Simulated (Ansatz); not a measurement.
# Na2WO4 (Fd-3m):H_i (bond centre, by O), thermodynamic levels from a 56-atom cell

Charge states of H_i (bond centre, by O) in Na2WO4 (Fd-3m), set against the band edges. Model: a cell of 56 host atoms with 1 H put in.

Main program and level: Ansatz 0.2.0; place-levels on PBEsol runs: charge-transition levels and formation energies with image-charge correction and potential alignment at the atomic sites.

This is a report of a sequence of runs, with most program output left out.

## (1) The starting structure

The cell holds 57 atoms: 16 Na, 8 W, 32 O and 1 H. Its edges and angles: a = 9.109 Å, b = 9.109 Å, c = 9.109 Å, α = 90.0°, β = 90.0°, γ = 90.0°. It derives from Na2WO4 (space group Fd-3m). Nearest the centre at fractional (0.443, 0.443, 0.443): H57 at 0.00 Å, O53 at 0.89 Å, W24 at 0.90 Å, O52 at 2.25 Å, O47 at 2.25 Å, O42 at 2.25 Å, Na9 at 3.03 Å, Na1 at 3.03 Å.

Screening for the image-charge correction: ε∞ = 2.87, ε0 = 6.09, from a response run on this crystal (DFPT, PBEsol) at that run's own cell.

The cell's shortest repeat is 9.1 Å.

## (2) Charge states

Levels follow from differences of total energies between charge states, each relaxed by itself.

Each atom starts 0.05 Å or so off its site in a random direction: a symmetric start keeps its symmetry, and would miss off-centre moves and Jahn–Teller distortions. Forces are taken at one point at (¼, ¼, ¼). The cell holds 1 electron more than the neutral one, with a uniform background that keeps it neutral on the whole.

The sampling was tested on the host first: at the k-points planned (1x1x1 shifted 0.25 0.25 0.25) its energy lies 0.000 eV an atom from the dense-mesh value, under the bound of 0.02 eV set for this test; that bounds the host's error, not the defect's.

One state's input; the others differ in charge, spin, start and seed, and in occupations where the table says so.

Input file qm1.relax/input.yaml:

```yaml
crystal:
  lattice:
    - [9.1091061, 0.0, 0.0]
    - [0.0, 9.1091061, 0.0]
    - [0.0, 0.0, 9.1091061]
  atoms:
    - { symbol: Na, position: [0.125, 0.375, 0.375] }
    - { symbol: Na, position: [0.125, 0.875, 0.875] }
[... 2 atom lines left out ...]
    - { symbol: Na, position: [0.375, 0.125, 0.375] }
[... 3 atom lines left out ...]
    - { symbol: Na, position: [0.375, 0.375, 0.125] }
[... 4 atom lines left out ...]
    - { symbol: Na, position: [0.125, 0.625, 0.625] }
    - { symbol: Na, position: [0.625, 0.125, 0.625] }
    - { symbol: Na, position: [0.625, 0.625, 0.125] }
    - { symbol: W, position: [0.25, 0.25, 0.75] }
    - { symbol: W, position: [0.25, 0.75, 0.25] }
[... 5 atom lines left out ...]
    - { symbol: W, position: [0.5, 0.5, 0.5] }
    - { symbol: O, position: [0.36328797, 0.13671203, 0.63671203] }
    - { symbol: O, position: [0.36328797, 0.63671203, 0.13671203] }
[... 2 atom lines left out ...]
    - { symbol: O, position: [0.13671203, 0.36328797, 0.63671203] }
[... 1 atom line left out ...]
    - { symbol: O, position: [0.63671203, 0.36328797, 0.13671203] }
[... 2 atom lines left out ...]
    - { symbol: O, position: [0.13671203, 0.63671203, 0.36328797] }
    - { symbol: O, position: [0.63671203, 0.13671203, 0.36328797] }
[... 6 atom lines left out ...]
    - { symbol: O, position: [0.38671203, 0.61328797, 0.61328797] }
[... 4 atom lines left out ...]
    - { symbol: O, position: [0.61328797, 0.38671203, 0.61328797] }
[... 4 atom lines left out ...]
    - { symbol: O, position: [0.61328797, 0.61328797, 0.38671203] }
    - { symbol: O, position: [0.38671203, 0.38671203, 0.38671203] }
[... 3 atom lines left out ...]
    - { symbol: H, position: [0.442943, 0.442943, 0.442943] }
  host:
    repeats: [1, 1, 1]
    atoms:
      - { symbol: Na, position: [0.125, 0.375, 0.375] }
      - { symbol: Na, position: [0.125, 0.875, 0.875] }
      # ... 54 more atoms of the perfect host
total_charge: -1
basis:
  ecutwfc: 420
  xc_grid: 2
hamiltonian:
  xc: pbesol
kpoints:
  mp_grid: { grid: [1, 1, 1], shift: [0.25, 0.25, 0.25] }
scf:
  occupations: { method: fixed }
  max_iter: 100
output:
  forces: true
  charged_corrections:
    epsilon: 2.87
    static_epsilon: 6.09
    defect_position: [0.442943, 0.442943, 0.442943]
relax:
  f_tol: 0.02
  max_steps: 80
  random_displacement: { amplitude: 0.05, seed: 2721 }
checkpoint:
  write: "../qm1.relax.run"
  compress: false
  write_wavefunctions: true
  write_every: 100000
```

Started as:

```
$ ansatz run input.yaml --threads 4 --pin off --max-ram 7536MiB --backend cpu --events-out ev --progress --plain --runs-dir out
```

Defect states can disperse in a cell of this size, so the energy is taken again at a 2×2×2 shifted mesh, on the relaxed structure.

The run of this state that the levels use, under PBEsol:

Input file qm1.point/input.yaml:

```yaml
crystal:
  checkpoint: "../qm1.relax.run"
  host: checkpoint
total_charge: -1
basis:
  ecutwfc: 420
  xc_grid: 2
hamiltonian:
  xc: pbesol
kpoints:
  mp_grid: { grid: [2, 2, 2], shift: [0.5, 0.5, 0.5] }
scf:
  occupations: { method: fermi_dirac, width: 0.01 }
  max_iter: 100
output:
  forces: true
  eigenvalues: true
  charged_corrections:
    epsilon: 2.87
    static_epsilon: 6.09
    defect_position: [0.442943, 0.442943, 0.442943]
  eigenstates: { localisation: true }
  populations: true
  band_densities: [{ bands: [v1, v1] }, { bands: [c1, c1] }]
  write_density: true
  write_potential: true
  volumetric_format: npy
checkpoint:
  read: "../qm1.relax.run"
  write: "../qm1.point.run"
  compress: false
  write_wavefunctions: false
  write_every: 100000
```

Relaxations under PBEsol at one point at (¼, ¼, ¼); times on 4 threads of Arm Neoverse V2, shared host:

| charge | moment (μB) | occupations | outcome | steps | largest displacement against the far atoms (Å) | time |
| --- | --- | --- | --- | --- | --- | --- |
| −1 | 0 | fixed | converged | 11 | 0.86 | 91 s |
| 0 | 1 | fixed | converged | 17 | 1.61 | 4.4 min |
| +1 | 0 | fixed | converged | 17 | 1.69 | 2.1 min |

Single points under PBEsol at a 2×2×2 shifted mesh; times on 4 threads of Arm Neoverse V2, shared host:

| charge | moment (μB) | occupations | outcome | time |
| --- | --- | --- | --- | --- |
| −1 | 0 | fermi-dirac | converged | 50 s |
| 0 | 1 | fermi-dirac | converged | 1.7 min |
| +1 | 0 | fermi-dirac | converged | 43 s |

Distances (Å) from H57 to the nearest atoms after relaxation with PBEsol:

| charge | moment (μB) | 1. | 2. | 3. | 4. | 5. | 6. |
| --- | --- | --- | --- | --- | --- | --- | --- |
| −1 | 0 | O 0.98 | W 2.29 | Na 2.70 | Na 2.70 | Na 2.71 | O 2.82 |
| 0 | 1 | O 1.00 | O 1.74 | Na 2.14 | O 2.35 | W 2.42 | W 2.69 |
| +1 | 0 | O 1.06 | O 1.51 | Na 2.17 | W 2.36 | W 2.56 | O 2.68 |

## (3) Levels against the band edges, PBEsol

A charged cell interacts with its images and the background, and its potential has another zero than the host's. place-levels removes the first by a point-charge model, screened by the static dielectric constant since the ions have relaxed around the charge, and the second by comparing potentials at atoms far from the defect.

The host is a run of the defect-free crystal in the same cutoffs, grids and k-points, so that basis and sampling errors cancel in part in the differences. Its band edges come from a run of the primitive cell that searches the zone for them. Chemical potentials are energies per atom of H (H2 molecule), run with the same functional and cutoff.

Input file levels.point.yaml:

```yaml
host:
  run: host.point.run
  levels_from: { run: edges.point.run }
states: [qm1.point.run, q0_M1.point.run, qp1.point.run]
geometry_from:
  qm1.point.run: qm1.relax.run
  q0_M1.point.run: q0_M1.relax.run
  qp1.point.run: qp1.relax.run
  host.point.run: host.relax.run
chemical_potentials:
  H:
    energy: -15.609288
    dataset: "<sha256 of the dataset>"
epsilon: 2.87
static_epsilon: 6.09
vertical:
  - { from: qm1.point.run, to: qm1.point_neutral.run }
  - { from: qp1.point.run, to: qp1.point_neutral.run }
```

Started as:

```
$ ansatz place-levels levels.point.yaml -- --threads 4 --pin off --max-ram 7536MiB
```

Run time: 0.3 s. Hardware: 4 threads of Arm Neoverse V2, shared host.

Under PBEsol the gap is 4.98 eV, (+1/0) 3.77, (0/−1) 4.33 eV.

Levels between the charges placed, in eV above the valence top:

|  | gap (eV) | (+1/0) | (0/−1) |
| --- | --- | --- | --- |
| PBEsol | 4.98 | 3.77 | 4.33 |

Corrections by state:

| charge | moment (μB) | image terms and alignment (eV) | band filling (eV) | ε used | over the lowest of its charge, as the program ranks them, band filling apart (eV) |
| --- | --- | --- | --- | --- | --- |
| +1 | 0.0 | 0.359 | - | 6.09 | 0.000 |
| 0 | 1.0 | 0.000 | - | - | 0.000 |
| −1 | 0.0 | 0.268 | - | 6.09 | 0.000 |

The charged structures listed were also run neutral, and place-levels reads from each pair, by the potential or the spins, how wide the charge is by which they differ; that can be the carrier of either run.

| charge | rms radius (Å) | spread where it is widest against the cell (Å) | wide from (Å) | reading |
| --- | --- | --- | --- | --- |
| +1 | 2.9 | 1.74 | 1.58 | wide |
| −1 | 2.2 | 1.28 | 1.58 | narrow |

The neutral runs of these pairs need not share the spin of the lowest neutral state, and very wide values only mean spread over the cell.

From the program's caveats on the states, each cut to its opening words:

- charge +1: it parts from the run at its places by a charge that spreads by about 1.7 Å along one vector (1.6 Å or more is wide), by its potential at epsilon 2.87, taken [...]
- charge +1: its alignment with the host at atomic sites is doubtful: the mean over the far sites moves by +0.0845 eV from their farther parts to their nearer, more than [...]
- charge +1: its displacements don't fall off away from the defect: farther atoms stand 0.044 Å off the host's places
- charge 0 (1 μB): its displacements don't fall off away from the defect: farther atoms stand 0.032 Å off the host's places

Chemical potentials of the elements' reference phases, run alike. Formation energies (elemental references), with the Fermi level at the valence top and at the conduction bottom (gap 4.98 eV):

| charge | at valence top (eV) | at conduction bottom (eV) | correction included (eV) |
| --- | --- | --- | --- |
| +1 | -1.92 | 3.06 | 0.36 |
| 0 | 1.85 | 1.85 | 0.00 |
| −1 | 6.18 | 1.20 | 0.27 |

Fermi level (eV), lowest formation energy (eV) and a bar from the least value:
```
     0.00      -1.92 
     0.45      -1.47 ####
     0.90      -1.02 #######
     1.36      -0.57 ###########
     1.81      -0.11 ##############
     2.26       0.34 ##################
     2.72       0.79 ######################
     3.17       1.25 #########################
     3.62       1.70 #############################
     4.07       1.85 ##############################
     4.53       1.65 ############################
     4.98       1.20 #########################
```

## (4) The same at the relaxations' own k-points

The relaxations' own energies give the levels at their sampling, for comparison.

Input file levels.relax_mesh.yaml:

```yaml
host:
  run: host.relax.run
  levels_from: { run: edges.relax.run }
states: [qm1.relax.run, q0_M1.relax.run, qp1.relax.run]
chemical_potentials:
  H:
    energy: -15.609288
    dataset: "<sha256 of the dataset>"
```

Started as:

```
$ ansatz place-levels levels.relax_mesh.yaml -- --threads 4 --pin off --max-ram 7536MiB
```

The job ended after 0.11 s (4 threads).

Levels between neighbouring charges, in eV above the valence top:

|  | gap (eV) | (+1/0) | (0/−1) |
| --- | --- | --- | --- |
| one point at (¼, ¼, ¼) | 4.98 | 3.77 | 4.34 |
| a 2×2×2 shifted mesh | 4.98 | 3.77 | 4.33 |

Going from one point at (¼, ¼, ¼) to a 2×2×2 shifted mesh moves the levels that carry no band-filling term by up to 0.01 eV and formation energies against the elements by up to 0.01 eV.

## (5) place-levels, r2SCAN

r2SCAN on the same structure is run to see how far the result rests on the functional, though not on the errors that semilocal functionals share; the sampling changes too, to one point at (¼, ¼, ¼), so differences hold both changes.

qm1.r2scan/input.yaml, as its differences from qm1.point/input.yaml of step 2:

```diff
@@ -5,8 +5,8 @@
 basis:
-  ecutwfc: 420
+  ecutwfc: 500
   xc_grid: 2
 hamiltonian:
-  xc: pbesol
+  xc: r2scan
 kpoints:
-  mp_grid: { grid: [2, 2, 2], shift: [0.5, 0.5, 0.5] }
+  mp_grid: { grid: [1, 1, 1], shift: [0.25, 0.25, 0.25] }
 scf:
@@ -28,4 +28,3 @@
 checkpoint:
-  read: "../qm1.relax.run"
-  write: "../qm1.point.run"
+  write: "../qm1.r2scan.run"
   compress: false
```

Run time: 27 s. Hardware: 4 threads; peak memory 1.9 GiB.

Input file levels.r2scan.yaml:

```yaml
host:
  run: host.r2scan.run
  levels_from: { run: edges.r2scan.run }
states: [qm1.r2scan.run, q0_M1.r2scan.run, qp1.r2scan.run]
geometry_from:
  qm1.r2scan.run: qm1.relax.run
  q0_M1.r2scan.run: q0_M1.relax.run
  qp1.r2scan.run: qp1.relax.run
  host.r2scan.run: host.relax.run
chemical_potentials:
  H:
    energy: -15.945667
    dataset: "<sha256 of the dataset>"
```

Started as:

```
$ ansatz place-levels levels.r2scan.yaml -- --threads 4 --pin off --max-ram 7536MiB
```

Elapsed: 0.17 s, on 4 threads.

Under r2SCAN the gap is 5.67 eV, (+1/0) 3.94, (0/−1) 4.70 eV.

## (6) What a wrong or other choice does

A choice is tested by changing it alone.

levels.try1.yaml is levels.point.yaml with these lines changed:

```diff
-epsilon: 2.87
-static_epsilon: 6.09
+epsilon: 500.0
+static_epsilon: 500.0
```

Started as:

```
$ ansatz place-levels levels.try1.yaml -- --threads 4 --pin off --max-ram 7536MiB
```

The change: a very large dielectric constant, which removes the point-charge term and changes the alignment.

Levels in eV above the valence top; the changed ones are not the defect's:

|  | gap (eV) | (+1/0) | (0/−1) |
| --- | --- | --- | --- |
| changed | 4.98 | 3.99 | 4.11 |
| as set up | 4.98 | 3.77 | 4.33 |

The largest shift is 0.22 eV.

## (7) Cost and result

Levels between neighbouring charges, in eV above each run's own valence top:

|  | gap (eV) | (+1/0) | (0/−1) | CPU time a state at this stage (restarts are quicker than cold starts) |
| --- | --- | --- | --- | --- |
| PBEsol, 2×2×2 shifted mesh | 4.98 | 3.77 | 4.33 | 4.2 min |
| r2SCAN on PBEsol structures, (¼, ¼, ¼) | 5.67 | 3.94 | 4.70 | 3 min |

## (8) Summary of results

| Item | Value |
| --- | --- |
| gap of the host | 4.98 eV (PBEsol) |
| level (plus 1/0) | 3.77 eV above the valence top |
| level (0/minus 1) | 4.33 eV above the valence top |
| lowest of the charges placed, just above the valence top (0.02 eV) | +1 |
| lowest of the charges placed, just below the conduction bottom (0.02 eV) | −1 |
| lowest formation energy at mid-gap of the charges run, elemental references | 0.57 eV |

What this shows: Of the charges placed (−1, 0 and +1), the lowest changes at 3.77 eV (+1/0) and 4.33 eV (0/−1) above the valence top, in a gap of 4.98 eV. Charges above +1 and below −1 were not placed, so these runs say nothing of levels that involve them. States placed: +1 at 0 μB; 0 at 1 μB; −1 at 0 μB. Other spin states or structures, where not listed, weren't placed. At charge 0 and +1 the atom put in ends up to 1.7 Å from its starting place, so the name tells the start alone and the levels can join different sites. H is taken at its element; compounds, which aren't counted here, bound the chemical potentials and would shift these formation energies. Going from one point at (¼, ¼, ¼) to a 2×2×2 shifted mesh moves the levels that carry no band-filling term by up to 0.01 eV and formation energies against the elements by up to 0.01 eV. The program doubts the alignment of potentials for at least one state, a sign that the cell is small. Keep in mind: PBEsol makes the gap too small and tends to spread out bound carriers; where a gas molecule sets a chemical potential or the host's formation energy, its binding is uncorrected; spin–orbit coupling, which can matter with heavy atoms, is left out.

[Logs are printed without paths, hosts, clocks, repeated set-up lines and the standing remarks that a program may print on its own settings, such as how far it seeks lower states.]

[Hosts, paths, dates, database ids (printed as entryN), source tags and the programs' standing remarks are cut or masked in the printed files.]

[Where a table of states has a column of steps, it counts the stored structures, which are thinned; the runs took as many ionic steps or more.]

[A defect's name tells the site on which it was built; relaxed atoms can leave that site.]

[For some hosts the program warned that the k-mesh of the response run may be too coarse for force constants and the static dielectric constant; such warnings are not shown here.]
